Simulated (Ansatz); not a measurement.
**AlTc: relaxing a made-up structure**

This structure for AlTc is made up. Its elements were placed in a known structure type with a cell scaled to their sizes. What cell does the guess relax to, and how far off was it?

Method: DFT, PBE, plane-wave PAW, files of the set soft_1, scalar-relativistic, no spin, cell and ions relaxed at zero pressure; PAW set ansatz+soft_1, in Ansatz 0.2.0.

### Step 1. The structure

Symmetry: P-6m2, No. 187, hexagonal system. The conventional cell has a = 3.300 Å, b = 3.300 Å, c = 3.384 Å, α = 90.00°, β = 90.00°, γ = 120.00°. Nearest to Tc lie 6 Al at 2.55 Å. Al has 6 Tc at 2.55 Å nearest. Farther neighbours are not listed.

### Step 2. Relaxation of the guess

The guessed cell has no reason to be at equilibrium. It is relaxed with the atoms, within the space group of the guess.

input.yaml

```yaml
crystal:
  lattice:
    - [3.3, 0.0, 0.0]
    - [-1.65, 2.857883832, 0.0]
    - [0.0, 0.0, 3.384]
  atoms:
    - { symbol: Tc, position: [0.0, 0.0, 0.0] }
    - { symbol: Al, position: [0.333333333, 0.666666667, 0.5] }
kpoints:
  mp_grid: { grid: [9, 9, 8] }
scf:
  occupations: { method: fermi_dirac, width: 0.05 }
hamiltonian:
  xc: pbe
  pseudopotentials: { kind: paw, azcp: { Al: "soft_1/Al.paw.azcp" } }
relax:
  f_tol: 0.015
  max_steps: 70
  cell: {}
output:
  forces: true
  stress: true
```

The run is started by

```bash
$ ansatz run input.yaml --threads 4 --pin off --max-ram 8192MiB --backend cpu --events-out ev --progress --plain --runs-dir out
```

Numbers of over 12 decimals in the logs are rounded to 6 here.

What it wrote:

```text
Engine: ansatz 0.2.0, aarch64-unknown-linux-gnu
Pseudopotentials: kind: paw
Pseudopotential: Tc, paw, valence charge 15, recommended cutoff 500 eV (normal), Tc.paw.azcp
Pseudopotential: Al, paw, valence charge 3, recommended cutoff 420 eV (normal), soft_1/Al.paw.azcp
Functional definition: PBE
  parameter kappa = 0.804
  parameter beta = 0.066725
  exchange = pbe_x(kappa = kappa, mu = beta*pi^2/3)
  correlation = pbe_c(beta = beta)
Crystal: 2 atoms, lattice volume = 31.915 Å³
Basis set: ecut = 500 eV, 793 PW (Γ), exchange–correlation on 50×50×50 points (8 copies of the dense FFT grid, shifted against one another)
Bands: 13, of which v1, the nominal top of the filled ones, is band 9 counted from 1 (8 counted from 0)
Symmetry: 12 space group operations
Space group: P-6m2 (ITA 187), of the structure as read, at distance tolerance 3.2e-5 Å
k-points: 60 of 648 (time reversal used)
Non-local potential: Tc, projectors of the file, l = 0: 3, l = 1: 3, l = 2: 2, l = 3: 2
Non-local potential: Al, projectors of the file, l = 0: 2, l = 1: 2, l = 2: 1
PAW form: soft (Blöchl's): semilocal exchange-correlation on the pseudo side does not see the compensation charge
PAW one-centre angular grid: Tc, 590 points (default); XC on 64 Gauss nodes
PAW one-centre angular grid: Al, 110 points (default); XC on 64 Gauss nodes
Initial density: superposition of atomic densities (chi_scale 0.1, normalization cell, long waves kept (reshape's long-wave potential 0.00 eV rms))
Initial wavefunctions: pseudopotential atomic-orbital guess
Functional: x = pbe(κ = 0.804, μ = 0.219515), c = pbe(β = 0.066725)
SCF iter   1: F=—  HF=-5935.569323 eV  |F-HF|=—  |Δ(HF+E_count)|=         —  Δρ=4.45e-2  dr2=3.95e-1  ethr=3.10e-3  ⟨swp⟩=5.0  Hψ=3896  notcnv=0
preconditioner: auto → none  [metal: Δε(μ)=0.080 eV  Ē_g=6.768 eV  σ=0.050 eV  W_gap=0.34  n_scr=8 (ndim 8)  ℏωp=20.8 eV  f_vac=0.000  D(μ)=1.40/eV (n_scr^D=8)  sad-step TF]
SCF iter   2: F=—  HF=-5935.483932 eV  |F-HF|=—  |Δ(HF+E_count)|=   8.54e-2  Δρ=2.52e-2  dr2=1.66e-1  ethr=2.20e-3  ⟨swp⟩=2.0  Hψ=1450  notcnv=0
SCF iter   3: F=—  HF=-5935.416838 eV  |F-HF|=—  |Δ(HF+E_count)|=   6.71e-2  Δρ=1.87e-3  dr2=1.00e-3  ethr=9.23e-4  ⟨swp⟩=2.2  Hψ=1314  notcnv=0
SCF iter   4: F=—  HF=-5935.416781 eV  |F-HF|=—  |Δ(HF+E_count)|=   5.75e-5  Δρ=4.87e-4  dr2=3.80e-5  ethr=5.58e-6  ⟨swp⟩=2.4  Hψ=1272  notcnv=0
SCF iter   5: F=—  HF=-5935.416785 eV  |F-HF|=—  |Δ(HF+E_count)|=   4.20e-6  Δρ=1.07e-4  dr2=3.39e-6  ethr=2.11e-7  ⟨swp⟩=2.4  Hψ=1233  notcnv=0
SCF iter   6: F=—  HF=-5935.416784 eV  |F-HF|=—  |Δ(HF+E_count)|=   8.56e-7  Δρ=2.13e-5  dr2=1.53e-7  ethr=1.88e-8  ⟨swp⟩=2.5  Hψ=1267  notcnv=0
SCF iter   7: F=-5935.416784 eV  HF=-5935.416784 eV  |F-HF|=3.93e-10  |Δ(HF+E_count)|=   2.73e-8  Δρ=2.14e-6  dr2=7.97e-10  ethr=5.56e-10  ⟨swp⟩=4.0  Hψ=2416  notcnv=0
SCF 1 converged in 7 iterations: F = -5935.416784 eV  dr2 = 7.97e-10
  greatest PAW one-centre occupation: 0.989 electrons in one spin orbital (limit 2), on the Tc atom at site 0 (counted from 0), in its partial waves of l = 0
relax step   1: F+E_penalty+E_count = -5935.41678412 eV  Δ(F+E_penalty+E_count) = +0.000e0 eV  max|allowed force component| = 2.313e-18 eV/Å  Δτ_max = 0.0000 Å  P = -4.877 GPa  Ω = 31.915 Å³  (7 SCF iters, dr2 threshold 1.00e-7 eV, accepted)
Crystal: 2 atoms, lattice volume = 30.267 Å³
Basis set: ecut = 500 eV, 781 PW (Γ), exchange–correlation on 50×50×50 points (8 copies of the dense FFT grid, shifted against one another)
Initial density: handed on by an earlier stage of this run
Initial wavefunctions: those handed on with the density
iter 1 solved again at ethr=1.62e-4 eV; its pass at ethr=3.10e-3 eV (dr2=2.91e-2 eV) is discarded
SCF iter   1: F=—  HF=-5935.666384 eV  |F-HF|=—  |Δ(HF+E_count)|=         —  Δρ=8.51e-3  dr2=2.99e-2  ethr=1.62e-4  ⟨swp⟩=1.0  Hψ=5795  notcnv=0
preconditioner: auto → none  [metal: Δε(μ)=0.045 eV  Ē_g=7.046 eV  σ=0.050 eV  W_gap=0.22  n_scr=8 (ndim 8)  ℏωp=21.3 eV  f_vac=0.000  D(μ)=1.60/eV (n_scr^D=20)]
SCF iter   2: F=—  HF=-5935.656499 eV  |F-HF|=—  |Δ(HF+E_count)|=   9.89e-3  Δρ=3.35e-3  dr2=1.45e-3  ethr=1.62e-4  ⟨swp⟩=2.0  Hψ=1317  notcnv=0
SCF iter   3: F=—  HF=-5935.656463 eV  |F-HF|=—  |Δ(HF+E_count)|=   3.56e-5  Δρ=1.29e-3  dr2=1.81e-4  ethr=8.06e-6  ⟨swp⟩=1.0  Hψ=782  notcnv=0
SCF iter   4: F=—  HF=-5935.656478 eV  |F-HF|=—  |Δ(HF+E_count)|=   1.49e-5  Δρ=1.16e-4  dr2=1.23e-6  ethr=1.00e-6  ⟨swp⟩=1.1  Hψ=790  notcnv=0
iter 5 did not close the SCF: its close was put off for the readings that it lacked (scf_convergence_deferred on its scf_iter line)
SCF iter   5: F=-5935.656479 eV  HF=-5935.656479 eV  |F-HF|=6.25e-9  |Δ(HF+E_count)|=   9.57e-7  Δρ=1.59e-5  dr2=2.06e-8  ethr=6.81e-9  ⟨swp⟩=2.7  Hψ=1274  notcnv=0
SCF iter   6: F=-5935.656479 eV  HF=-5935.656479 eV  |F-HF|=3.91e-11  |Δ(HF+E_count)|=   1.12e-8  Δρ=2.16e-6  dr2=4.05e-10  ethr=1.14e-10  ⟨swp⟩=1.9  Hψ=2542  notcnv=0
SCF 2 converged in 6 iterations: F = -5935.656479 eV  dr2 = 4.05e-10
relax step   2: F+E_penalty+E_count = -5935.65647925 eV  Δ(F+E_penalty+E_count) = -2.397e-1 eV  max|allowed force component| = 1.156e-17 eV/Å  Δτ_max = 0.0000 Å  P = -0.282 GPa  Ω = 30.267 Å³  energy of the carried Pulay correction = +2.655e-5 eV  (6 SCF iters, dr2 threshold 2.00e-7 eV, accepted)
Crystal: 2 atoms, lattice volume = 29.383 Å³
Basis set: ecut = 500 eV, 745 PW (Γ), exchange–correlation on 50×50×50 points (8 copies of the dense FFT grid, shifted against one another)
iter 1 solved again at ethr=1.02e-4 eV; its pass at ethr=3.10e-3 eV (dr2=1.84e-2 eV) is discarded
SCF iter   1: F=—  HF=-5935.783531 eV  |F-HF|=—  |Δ(HF+E_count)|=         —  Δρ=9.49e-3  dr2=1.85e-2  ethr=1.02e-4  ⟨swp⟩=1.0  Hψ=5636  notcnv=0
preconditioner: auto → none  [metal: Δε(μ)=0.023 eV  Ē_g=7.178 eV  σ=0.050 eV  W_gap=0.11  n_scr=8 (ndim 8)  ℏωp=21.7 eV  f_vac=0.000  D(μ)=2.26/eV (n_scr^D=22)]
SCF iter   2: F=—  HF=-5935.779328 eV  |F-HF|=—  |Δ(HF+E_count)|=   4.20e-3  Δρ=3.56e-3  dr2=1.60e-3  ethr=1.02e-4  ⟨swp⟩=2.3  Hψ=1297  notcnv=0
SCF iter   3: F=—  HF=-5935.779288 eV  |F-HF|=—  |Δ(HF+E_count)|=   3.93e-5  Δρ=1.53e-3  dr2=2.54e-4  ethr=8.88e-6  ⟨swp⟩=1.0  Hψ=781  notcnv=0
SCF iter   4: F=—  HF=-5935.779308 eV  |F-HF|=—  |Δ(HF+E_count)|=   1.98e-5  Δρ=1.11e-4  dr2=8.81e-7  ethr=1.41e-6  ⟨swp⟩=1.9  Hψ=1016  notcnv=0
SCF iter   5: F=—  HF=-5935.779311 eV  |F-HF|=—  |Δ(HF+E_count)|=   2.77e-6  Δρ=1.45e-5  dr2=1.24e-8  ethr=4.89e-9  ⟨swp⟩=2.8  Hψ=1391  notcnv=0
SCF iter   6: F=-5935.779311 eV  HF=-5935.779311 eV  |F-HF|=1.82e-12  |Δ(HF+E_count)|=   1.77e-8  Δρ=1.13e-6  dr2=1.78e-10  ethr=6.89e-11  ⟨swp⟩=1.7  Hψ=2484  notcnv=0
SCF 3 converged in 6 iterations: F = -5935.779311 eV  dr2 = 1.78e-10
  greatest PAW one-centre occupation: 0.990 electrons in one spin orbital (limit 2), on the Tc atom at site 0 (counted from 0), in its partial waves of l = 0
relax step   3: F+E_penalty+E_count = -5935.77931110 eV  Δ(F+E_penalty+E_count) = -1.228e-1 eV  max|allowed force component| = 3.238e-17 eV/Å  Δτ_max = 0.0000 Å  P = +2.637 GPa  Ω = 29.383 Å³  energy of the carried Pulay correction = +3.466e-5 eV  (6 SCF iters, dr2 threshold 2.00e-7 eV, accepted)
[... from here on, the SCF cycles and remarks between the steps are left out ...]
relax step   4: F+E_penalty+E_count = -5935.87413804 eV  Δ(F+E_penalty+E_count) = -9.483e-2 eV  max|allowed force component| = 6.939e-18 eV/Å  Δτ_max = 0.0000 Å  P = -2.462 GPa  Ω = 29.926 Å³  energy of the carried Pulay correction = +4.392e-6 eV  (6 SCF iters, dr2 threshold 2.00e-7 eV, accepted)
relax step   5: F+E_penalty+E_count = -5935.97689096 eV  Δ(F+E_penalty+E_count) = -1.028e-1 eV  max|allowed force component| = 1.850e-17 eV/Å  Δτ_max = 0.0000 Å  P = -0.337 GPa  Ω = 29.167 Å³  energy of the carried Pulay correction = +8.888e-6 eV  (6 SCF iters, dr2 threshold 2.00e-7 eV, accepted)
relax step   6: F+E_penalty+E_count = -5935.98063091 eV  Δ(F+E_penalty+E_count) = -3.740e-3 eV  max|allowed force component| = 1.388e-17 eV/Å  Δτ_max = 0.0000 Å  P = -0.213 GPa  Ω = 28.993 Å³  energy of the carried Pulay correction = +6.196e-6 eV  (6 SCF iters, dr2 threshold 2.00e-7 eV, accepted)
relax step   7: F+E_penalty+E_count = -5935.98196734 eV  Δ(F+E_penalty+E_count) = -1.336e-3 eV  max|allowed force component| = 3.469e-17 eV/Å  Δτ_max = 0.0000 Å  P = +0.081 GPa  Ω = 28.998 Å³  energy of the carried Pulay correction = +8.498e-6 eV  (6 SCF iters, dr2 threshold 2.00e-7 eV, accepted)
relax step   8: F+E_penalty+E_count = -5935.98198789 eV  Δ(F+E_penalty+E_count) = -2.056e-5 eV  max|allowed force component| = 2.082e-17 eV/Å  Δτ_max = 0.0000 Å  P = -0.028 GPa  Ω = 29.018 Å³  energy of the carried Pulay correction = +8.130e-6 eV  (6 SCF iters, dr2 threshold 5.97e-8 eV, accepted)
relax step   9: F+E_penalty+E_count = -5936.01085638 eV  Δ(F+E_penalty+E_count) = -2.887e-2 eV  max|allowed force component| = 2.082e-17 eV/Å  Δτ_max = 0.0000 Å  P = +1.482 GPa  Ω = 29.018 Å³  stress off target by 4.08e0 GPa  SCF on the basis re-selected at this cell (its energy is not comparable with the rows above)  (7 SCF iters)
relax step  10: F+E_penalty+E_count = -5936.01676350 eV  Δ(F+E_penalty+E_count) = -5.907e-3 eV  max|allowed force component| = 3.469e-17 eV/Å  Δτ_max = 0.0000 Å  P = +0.389 GPa  Ω = 29.147 Å³  energy of the carried Pulay correction = -5.804e-6 eV  (6 SCF iters, dr2 threshold 2.00e-7 eV, accepted)
relax step  11: F+E_penalty+E_count = -5936.01715236 eV  Δ(F+E_penalty+E_count) = -3.889e-4 eV  max|allowed force component| = 6.476e-17 eV/Å  Δτ_max = 0.0000 Å  P = +0.029 GPa  Ω = 29.191 Å³  energy of the carried Pulay correction = -7.810e-6 eV  (6 SCF iters, dr2 threshold 2.00e-7 eV, accepted)
relax step  12: F+E_penalty+E_count = -5936.01715405 eV  Δ(F+E_penalty+E_count) = -1.696e-6 eV  max|allowed force component| = 4.395e-17 eV/Å  Δτ_max = 0.0000 Å  P = -0.012 GPa  Ω = 29.198 Å³  energy of the carried Pulay correction = -7.919e-6 eV  (6 SCF iters, dr2 threshold 6.38e-9 eV, accepted)
Basis set: ecut = 500 eV, 735 PW (Γ), exchange–correlation on 48×48×64 points (8 copies of the dense FFT grid, shifted against one another)
iter 1 solved again at ethr=4.94e-9 eV; its pass at ethr=3.10e-3 eV (dr2=8.89e-7 eV) is discarded
SCF iter   1: F=—  HF=-5936.017187 eV  |F-HF|=—  |Δ(HF+E_count)|=         —  Δρ=2.09e-5  dr2=9.09e-9  ethr=4.94e-9  ⟨swp⟩=3.9  Hψ=6620  notcnv=0
SCF iter   2: F=—  HF=-5936.017175 eV  |F-HF|=—  |Δ(HF+E_count)|=   1.17e-5  Δρ=1.02e-5  dr2=1.92e-9  ethr=5.05e-11  ⟨swp⟩=2.1  Hψ=1149  notcnv=0
SCF iter   3: F=—  HF=-5936.017175 eV  |F-HF|=—  |Δ(HF+E_count)|=   2.90e-8  Δρ=1.52e-6  dr2=2.19e-10  ethr=1.07e-11  ⟨swp⟩=2.0  Hψ=1197  notcnv=0
iter 4 did not close the SCF: its close was put off for the readings that it lacked (scf_convergence_deferred on its scf_iter line)
SCF iter   4: F=-5936.017175 eV  HF=-5936.017175 eV  |F-HF|=2.00e-11  |Δ(HF+E_count)|=  4.62e-10  Δρ=3.03e-7  dr2=4.19e-12  ethr=1.21e-12  ⟨swp⟩=2.5  Hψ=1194  notcnv=0
iter 5 did not close the SCF: its close was put off for the readings that it lacked (scf_convergence_deferred on its scf_iter line)
SCF iter   5: F=-5936.017175 eV  HF=-5936.017175 eV  |F-HF|=1.82e-12  |Δ(HF+E_count)|=  2.00e-11  Δρ=5.11e-8  dr2=1.90e-13  ethr=1.00e-12  ⟨swp⟩=1.0  Hψ=780  notcnv=0
iter 6 did not close the SCF: its close was put off for the readings that it lacked (scf_convergence_deferred on its scf_iter line)
SCF iter   6: F=-5936.017175 eV  HF=-5936.017175 eV  |F-HF|=1.82e-12  |Δ(HF+E_count)|=  1.82e-12  Δρ=9.82e-9  dr2=9.24e-15  ethr=1.00e-12  ⟨swp⟩=1.0  Hψ=780  notcnv=0
iter 7 did not close the SCF: its close was put off for the readings that it lacked (scf_convergence_deferred on its scf_iter line)
SCF iter   7: F=-5936.017175 eV  HF=-5936.017175 eV  |F-HF|=1.82e-12  |Δ(HF+E_count)|=    0.00e0  Δρ=7.97e-10  dr2=9.32e-17  ethr=1.00e-12  ⟨swp⟩=1.0  Hψ=780  notcnv=0
SCF iter   8: F=-5936.017175 eV  HF=-5936.017175 eV  |F-HF|=0.00e0  |Δ(HF+E_count)|=  1.82e-12  Δρ=1.43e-10  dr2=5.43e-18  ethr=1.00e-12  ⟨swp⟩=1.5  Hψ=1871  notcnv=0
SCF 13 converged in 8 iterations: F = -5936.017175 eV  dr2 = 5.43e-18
relax step  13: F+E_penalty+E_count = -5936.01717508 eV  Δ(F+E_penalty+E_count) = -2.103e-5 eV  max|allowed force component| = 4.626e-17 eV/Å  Δτ_max = 0.0000 Å  P = -0.008 GPa  Ω = 29.198 Å³  stress off target by 1.30e-2 GPa  SCF on the basis re-selected at this cell (its energy is not comparable with the rows above)  (8 SCF iters)
basis re-selected at this cell: Δ(F+E_penalty+E_count) = -2.103e-5 eV, ΔP = +0.004 GPa vs the last step (what re-selecting the basis moved, of the pressure what is left beyond the Pulay correction that the steps carried, after the strain that the cell walked since its last selection, with what the two solves' SCF thresholds leave and, on support functions, any second-order correction that the steps lacked; it is no measure of the basis error at this ecutwfc). The dense FFT grid was sized anew with the basis: this SCF ran on 24×24×32 points, the steps before it on 24×24×30, so part of this shift can come from that change (see relax.cell in the input reference). [rest of the remark cut]
SCF converged after 8 iterations
Free energy (F): -5936.017175 eV
Harris-Foulkes:  -5936.017175 eV  (|F-HF|=0.00e0)
Internal energy: -5935.999210 eV  (E = F + TS)
E sigma→0 (E₀):  -5936.008193 eV
Entropy (-TS):   -0.017965 eV (-8.982 meV/atom)
Fermi energy:    15.152602 eV
--- Per-component energies (eV) ---
  E_band       = -121.616024
  E_kinetic    = 647.781083
  E_local      = -1782.360430  (includes V_loc(G=0)·N_el)
  E_nonlocal   = 296.113251
  E_hartree    = 582.829843
  E_xc         = -277.809224
  E_vxc        = -324.912981  (∫ρ·V_xc dr)
  E_paw        = -3747.916962  (= ΣΔE_a)
  E_vpaw       = -123.896606  (= ΣTr[D̂ρ^β])
  E_aug_tail   = -0.000026  (compensation charges beyond the density's cutoff)
  E_ewald      = -1654.636745
  E_smearing   = -0.017965  (= −TS)
  E_closure    = -0.000000  (closes the sum)
  Σ components = -5936.017175   (vs F -5936.017175, Δ=0.00e0)
--- Forces (eV/Å), atoms counted from 1 ---
  atom   1  Tc     0.00000000    -0.00000000    -0.00000000
  atom   2  Al     0.00000000     0.00000000     0.00000000
  max |Σ_I F_I| component: 5.55e-17 eV/Å
--- Stress (GPa, compression-positive) ---
       -0.013028       0.000000       0.000000
        0.000000      -0.013028      -0.000000
        0.000000      -0.000000       0.000978
  P = ⅓ Tr σ = -0.0084 GPa (-0.084 kbar)
--- Relaxed structure (11 steps of the walk, 11 accepted, 2 SCFs on fresh bases) ---
  F+E_penalty+E_count = -5936.01717508 eV   max|allowed force component| = 4.626e-17 eV/Å   (the final SCF, on the basis selected at the relaxed cell)
  cell:  # Å, volume = 29.1980 Å³
    - [2.844659, 0, 0.0]
    - [-1.422330, 2.463547, 0.0]
    - [0.0, 0.0, 4.166414]
  atoms:
    - { symbol: Tc, position: [-1.8503717059853013e-17, -1.8503717085702407e-17, 0.0] }
    - { symbol: Al, position: [0.333333, 0.666667, 0.5] }
```

The job ended after 8.4 s (4 threads of Arm Neoverse V2, shared host; peak memory 0.35 GiB).

Step by step:

```
step  energy less that of the first step (eV)  largest force component (eV/Å)  pressure (GPa)  volume (Å³)
   1                                   0.0000                          0.0000           -4.88        31.91
   2                                  -0.2397                          0.0000           -0.28        30.27
   3                                  -0.3625                          0.0000            2.64        29.38
   4                                  -0.4574                          0.0000           -2.46        29.93
   5                                  -0.5601                          0.0000           -0.34        29.17
   6                                  -0.5638                          0.0000           -0.21        28.99
   7                                  -0.5652                          0.0000            0.08        29.00
   8                                  -0.5652                          0.0000           -0.03        29.02
  9*                                  -0.5941                          0.0000            1.48        29.02
  10                                  -0.6000                          0.0000            0.39        29.15
  11                                  -0.6004                          0.0000            0.03        29.19
  12                                  -0.6004                          0.0000           -0.01        29.20
 13*                                  -0.6004                          0.0000           -0.01        29.20
```

Relaxation steps marked * repeat the geometry before them on a plane-wave basis chosen anew for their cell, so energy and pressure can jump there.

The run keeps the 12 symmetry operations that it works with, so distortions that break them were not tested.

```
     cell as run  before  after   change
           a (Å)   3.300  2.845  -13.8 %
           b (Å)   3.300  2.845  -13.8 %
           c (Å)   3.384  4.166  +23.1 %
volume (Å³/atom)   15.96  14.60   -8.5 %
```

The relaxed structure:

```
Tc Al
1.0
     2.84466    0.00000    0.00000
    -1.42233    2.46355    0.00000
     0.00000    0.00000    4.16641
Tc Al
1 1
Direct
  0.00000 0.00000 0.00000
  0.33333 0.66667 0.50000
```

Numbers from this step:

```yaml
free_energy: -5936.0172 eV
energy_at_zero_smearing: -5936.0082 eV
smearing_term_ts: 0.01796 eV
fermi_energy: 15.15 eV
electrons: 18
symmetry_operations: 12
pressure: -0.008359 GPa
```

Shortest distances by pair of elements, guess and relaxed (not always the same contact):

```
 pair  guess (Å)  relaxed (Å)
Al–Tc      2.548        2.653
Tc–Tc      3.300        2.845
Al–Al      3.300        2.845
```

The relaxation ends with a pressure of -0.01 GPa.

### Step 3. What came out

```json
{"space group, relaxed": "P-6m2", "conventional cell": "a = 2.845, b = 2.845, c = 4.166 Å; α = 90.0°, β = 90.0°, γ = 120.0°", "volume per atom": "14.60 Å³ (guess 15.96)"}
```

What this shows: AlTc relaxes to P-6m2 with a = 2.845, b = 2.845 and c = 4.166 Å. The guessed volume was 9 % too large. The space group P-6m2 was held in the relaxation, so the end point is a stationary structure within it and may be a saddle against distortions or other arrangements. Mesh and cutoff weren't tested. A vector of the cell changed its length by 23 %, so the starting arrangement is largely lost and the mesh was laid for another shape. No dispersion term is used, so weakly bound directions may come out too long. Nothing here tests whether the compound is stable against decomposition.

[Logs are printed without paths, hosts, clocks, repeated set-up lines and the standing remarks that a program may print on its own settings, such as how far it seeks lower states.]

[Hosts, paths, dates, database ids (printed as entryN), source tags and the programs' standing remarks are cut or masked in the printed files.]
